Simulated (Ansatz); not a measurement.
# F on Mg(0001): change of the work function, part 4 of 4

How does F on the fcc site change the work function of Mg(0001) as the layer fills?

Ansatz 0.2.0; plane-wave DFT, PBE, Ansatz PAW.

So far, work function, upper face (eV): step 2 (the clean slab) 3.79; step 3 (37 atoms, coverage 0.111 ML, cell 3x3) 3.74; step 4 (17 atoms, coverage 0.25 ML, cell 2x2) 3.69.

### 5. Adsorbate added, k-mesh 6×6×1, coverage 0.5 ML

System of this step: F/Mg(0001). The cell holds 18 atoms: 16 Mg and 2 F. Cell: a = 6.420 Å, b = 6.420 Å, c = 26.699 Å, α = 90.0°, β = 90.0°, γ = 60.0°. Vacuum lies along c.

Another coverage, to see how the dipoles act on each other as their distance changes.

Contents of input.yaml:

```yaml
crystal:
  lattice:
    - [6.4199999999, 0.0, 0.0]
    - [3.21, 5.5598830922, 0.0]
    - [0.0, 0.0, 26.6993944582]
  atoms:
    - { symbol: Mg, position: [0.3333333333, 0.3333333333, 0.3370862966] }
    - { symbol: Mg, position: [0.0, 0.0, 0.4347109826] }
    - { symbol: Mg, position: [0.3333333333, 0.3333333333, 0.5325265896] }
    - { symbol: Mg, position: [0.0, 0.0, 0.6310347904] }
    - { symbol: Mg, position: [0.3333333333, 0.8333333333, 0.3370862966] }
    - { symbol: Mg, position: [0.0, 0.5, 0.4347109826] }
    - { symbol: Mg, position: [0.3333333333, 0.8333333333, 0.5325265896] }
    - { symbol: Mg, position: [0.0, 0.5, 0.6310347904] }
    - { symbol: Mg, position: [0.8333333333, 0.3333333333, 0.3370862966] }
    - { symbol: Mg, position: [0.5, 0.0, 0.4347109826] }
    - { symbol: Mg, position: [0.8333333333, 0.3333333333, 0.5325265896] }
    - { symbol: Mg, position: [0.5, 0.0, 0.6310347904] }
    - { symbol: Mg, position: [0.8333333333, 0.8333333333, 0.3370862966] }
    - { symbol: Mg, position: [0.5, 0.5, 0.4347109826] }
    - { symbol: Mg, position: [0.8333333333, 0.8333333333, 0.5325265896] }
    - { symbol: Mg, position: [0.5, 0.5, 0.6310347904] }
    - { symbol: F, position: [0.1666666667, 0.1666666667, 0.6629137034] }
    - { symbol: F, position: [0.6666666667, 0.1666666667, 0.6629137034] }
kpoints:
  mp_grid: { grid: [6, 6, 1] }
hamiltonian:
  xc: pbe
scf:
  occupations: { method: fermi_dirac, width: 0.1 }
  convergence: { dr2_threshold: 1.0e-08 }
efield:
  axis: 3
  dipole_correction: true
  ramp_position: 0.97
  ramp_width: 0.06
relax:
  f_tol: 0.02
  max_steps: 60
  constraints: [{ sites: [0, 1, 4, 5, 8, 9, 12, 13] }]
output:
  dos: { projected: true, e_range: [-8, 4] }
  write_potential: true
  write_density: true
  volumetric_format: npy
  elf: true
```

On the command line:

```
$ ansatz run input.yaml --threads 4 --pin off --max-ram 16384MiB --backend cpu --events-out ev --progress --plain --runs-dir out
```

Output:

```text
[...]
Crystal: 18 atoms, lattice volume = 953.020 Å³
Basis set: ecut = 420 eV, 18725 PW (Γ), exchange–correlation on 90×90×360 points (8 copies of the dense FFT grid, shifted against one another)
Bands: 105, of which v1, the nominal top of the filled ones, is band 87 counted from 1 (86 counted from 0)
Symmetry: 4 space group operations
[...]
- { symbol: Mg, position: [0.00285283, 0.494294, 0.627464] }
[...]
- { symbol: Mg, position: [0.833333, 0.8333333333, 0.337086] }
    - { symbol: Mg, position: [0.5, 0.5, 0.434711] }
    - { symbol: Mg, position: [0.832861, 0.834278, 0.532387] }
    - { symbol: Mg, position: [0.502853, 0.494294, 0.627464] }
    - { symbol: F, position: [0.166535, 0.166931, 0.664753] }
    - { symbol: F, position: [0.666535, 0.166931, 0.664753] }
[key lines of the parts left out:]
SCF converged after 8 iterations
Free energy (F): -32399.290312 eV
Fermi energy:    0.157923 eV
Dipole field:    D = 0.006059 V/Å  (p = 0.031914 e·Å, saw-weighted, corrected)
Work function:   Φ+ = 3.5877 eV   Φ− = 3.7495 eV
```

Elapsed: 1.9 min, on 4 threads of Arm Neoverse V1, shared host; peak memory 2.7 GiB.

Relaxation path:

```
step  energy less that of the first step (eV)  largest force component (eV/Å)
   1                                   0.0000                          0.2659
   2                                  -0.0305                          0.1392
   3                                  -0.0438                          0.0194
```

Forces are held to the 4 operations that the program found; a distortion that breaks them can't arise in this run.

The atoms that moved most (Å):

```
atom     dx      dy      dz  length
 Mg4  0.000  -0.088   0.094   0.129
Mg12  0.000  -0.088   0.094   0.129
Mg16  0.000  -0.032  -0.095   0.100
 Mg8  0.000  -0.032  -0.095   0.100
 F18  0.000   0.001   0.049   0.049
 F17  0.000   0.001   0.049   0.049
 Mg3  0.000  -0.026  -0.017   0.031
Mg11  0.000  -0.026  -0.017   0.031
```

Final coordinates:

```xyz
18
Lattice="6.4200 0.0000 0.0000 3.2100 5.5599 0.0000 0.0000 0.0000 26.6994" Properties=species:S:1:pos:R:3
Mg    3.2100    1.8533    9.0000
Mg    0.0000    0.0000   11.6065
Mg    3.2100    1.8268   14.2012
Mg    0.0000   -0.0875   16.9425
Mg    4.8150    4.6332    9.0000
Mg    1.6050    2.7799   11.6065
Mg    4.8150    4.6385   14.2144
Mg    1.6050    2.7482   16.7529
Mg    6.4200    1.8533    9.0000
Mg    3.2100    0.0000   11.6065
Mg    6.4200    1.8268   14.2012
Mg    3.2100   -0.0875   16.9425
Mg    8.0250    4.6332    9.0000
Mg    4.8150    2.7799   11.6065
Mg    8.0250    4.6385   14.2144
Mg    4.8150    2.7482   16.7529
F     1.6050    0.9281   17.7485
F     4.8150    0.9281   17.7485
```

The density of states has structure finer than the step of the table below, so its rows give means over 0.5 eV. Peaks (eV: height): -7.37: 15.7, -7.22: 21.6, -7.10: 17.5, -7.01: 14.2, -6.89: 20.4, -6.71: 25.0, -0.57: 12.9.

The density of states by energy, zero at the Fermi level; means over each step:

energy (eV), density of states (states/eV a cell) and a bar from the least value:
```
     -7.5        8.7 ####################
     -7.0       12.3 ##############################
     -6.5        2.6 ###
     -6.0        1.6 
     -5.5        2.4 ##
     -5.0        3.6 ######
     -4.5        2.3 ##
     -4.0        5.0 ##########
     -3.5        3.8 ######
     -3.0        5.9 ############
     -2.5        4.6 ########
     -2.0        5.3 ##########
     -1.5        7.9 ##################
     -1.0        5.6 ###########
     -0.5        8.0 ##################
      0.0        7.4 ################
      0.5        6.6 ##############
      1.0        8.5 ###################
      1.5        8.3 ###################
```

The relaxation took 3 steps and lowered the energy by 0.044 eV; the largest force on the free atoms ends at 0.019 eV/Å.

The covered face has 3.59 eV, -0.20 eV against the clean one; the bare back face has moved by -0.04 eV, a measure of how thin the slab is.

### 6. The covered slab, k-mesh 12×12×1, coverage 1 ML

System of this step: F/Mg(0001). The cell holds 5 atoms: 4 Mg and 1 F. Cell: a = 3.210 Å, b = 3.210 Å, c = 26.699 Å, α = 90.0°, β = 90.0°, γ = 60.0°. Vacuum lies along c.

Another coverage, to see how the dipoles act on each other as their distance changes.

input.yaml, the sections that differ from step 5:

```yaml
crystal:
  lattice:
    - [3.21, 0.0, 0.0]
    - [1.605, 2.7799415461, 0.0]
    - [0.0, 0.0, 26.6993944582]
  atoms:
    - { symbol: Mg, position: [0.6666666667, 0.6666666667, 0.3370862966] }
    - { symbol: Mg, position: [0.0, 0.0, 0.4347109826] }
    - { symbol: Mg, position: [0.6666666667, 0.6666666667, 0.5325265896] }
    - { symbol: Mg, position: [0.0, 0.0, 0.6310347904] }
    - { symbol: F, position: [0.3333333333, 0.3333333333, 0.6629137034] }
kpoints:
  mp_grid: { grid: [12, 12, 1] }
relax:
  f_tol: 0.02
  max_steps: 60
  constraints: [{ sites: [0, 1] }]
output:
  write_potential: true
  write_density: true
  volumetric_format: npy
# hamiltonian, scf, efield: as in step 5
```

Output:

```text
[...]
Crystal: 5 atoms, lattice volume = 238.255 Å³
Basis set: ecut = 420 eV, 4745 PW (Γ), exchange–correlation on 48×48×360 points (8 copies of the dense FFT grid, shifted against one another)
Bands: 29, of which v1, the nominal top of the filled ones, is band 24 counted from 1 (23 counted from 0)
Symmetry: 6 space group operations
[...]
F+E_penalty+E_count = -8505.21389912 eV   max|allowed force component| = 1.710e-3 eV/Å
  atoms:
    - { symbol: Mg, position: [0.666667, 0.666667, 0.3370862966] }
    - { symbol: Mg, position: [-1.850372e-17, -1.850372e-17, 0.4347109826] }
    - { symbol: Mg, position: [0.666667, 0.666667, 0.531230] }
    - { symbol: Mg, position: [-1.850372e-17, -1.850372e-17, 0.628070] }
    - { symbol: F, position: [0.333333, 0.333333, 0.662535] }
[key lines of the parts left out:]
SCF converged after 5 iterations
Free energy (F): -8505.213899 eV
Fermi energy:    0.376162 eV
Dipole field:    D = 0.008542 V/Å  (p = 0.011247 e·Å, saw-weighted, corrected)
Work function:   Φ+ = 3.4949 eV   Φ− = 3.7229 eV
```

Wall time 9.7 s (4 threads); peak memory 0.52 GiB.

Relaxation path:

```
step  energy less that of the first step (eV)  largest force component (eV/Å)
   1                                   0.0000                          0.5204
   2                                  -0.0143                          0.2283
   3                                  -0.0181                          0.0248
   4                                  -0.0182                          0.0017
```

Forces are held to the 6 operations that the program found; a distortion that breaks them can't arise in this run.

The atoms that moved most (Å):

```
atom     dx     dy      dz  length
 Mg4  0.000  0.000  -0.079   0.079
 Mg3  0.000  0.000  -0.035   0.035
  F5  0.000  0.000  -0.010   0.010
```

The relaxed structure:

```
Mg F
1.0
     3.21000    0.00000    0.00000
     1.60500    2.77994    0.00000
     0.00000    0.00000   26.69939
Mg F
4 1
Cartesian
  3.2100 1.8533 9.0000
  0.0000 0.0000 11.6065
  3.2100 1.8533 14.1835
  0.0000 0.0000 16.7691
  1.6050 0.9266 17.6893
```

The relaxation took 4 steps and lowered the energy by 0.018 eV; the largest force on the free atoms ends at 0.0017 eV/Å.

The covered face has 3.49 eV, -0.29 eV against the clean one; the bare back face has moved by -0.07 eV, a measure of how thin the slab is.

### 7. Work function against coverage

This step: plane-wave DFT, PBE, Ansatz PAW; work function against coverage (Ansatz 0.2.0).

The runs are now put side by side.

Numbers from this step:

```yaml
work_function_of_the_clean_face: 3.787 eV
largest_change_of_the_work_function: -0.2924 eV
```

Work function of the covered face against coverage:

```
coverage (adsorbates/nm²)  work function of the covered face (eV)
                     0.00                                    3.79
                     1.25                                    3.74
                     2.80                                    3.69
                     5.60                                    3.59
                    11.21                                    3.49
```

The dipole per adsorbate comes from the change of the cell's dipole. Coverage, by row:

```
coverage (1/nm²)  coverage (ML)  work function (eV)  change (eV)  dipole per adsorbate, positive end outwards (debye)  mean height of the added atoms over the highest substrate atom (Å)
           1.245         0.1111               3.735     -0.05196                                                0.076                                                              0.8821
           2.802           0.25               3.685       -0.102                                                0.075                                                              0.8758
           5.603            0.5               3.588      -0.1996                                                0.075                                                               0.806
           11.21              1               3.495      -0.2924                                                0.053                                                              0.9202
```

### 8. What came out

```
work function of the clean face                        : 3.79 eV
work function at 0.11 ML                               : 3.74 eV
work function at 0.25 ML                               : 3.69 eV
work function at 0.5 ML                                : 3.59 eV
work function at 1 ML                                  : 3.49 eV
dipole per adsorbate at 0.11 ML, positive end outwards : 0.08 D
```

**Reading.** At the lowest coverage F changes the work function of Mg(0001) by under 0.15 eV, within the error of so thin a slab; the largest change, -0.29 eV, comes at higher coverage. The slab has 4 layers, at the tabulated experimental lattice constant, one starting site was run, and quantum-size effects of a slab this thin can reach one or two tenths of an eV.

[Long decimals in the printed logs are rounded to 6 places.]

[Logs are printed without paths, hosts, clocks, repeated set-up lines and the standing remarks that a program may print on its own settings, such as how far it seeks lower states.]

[Hosts, paths, dates, database ids (printed as entryN), source tags and the programs' standing remarks are cut or masked in the printed files.]

[Maps of the electrostatic potential energy from Ansatz leave out the sawtooth potential of an applied field or a dipole correction, so their vacuum need not be flat; planar profiles and work functions include it.]

[The density of states shown here was stored with 400 of the rows of the run's finer table, so its peaks can read low, often by over a quarter, or be missed, and its means over a window can be off by a tenth or more.]
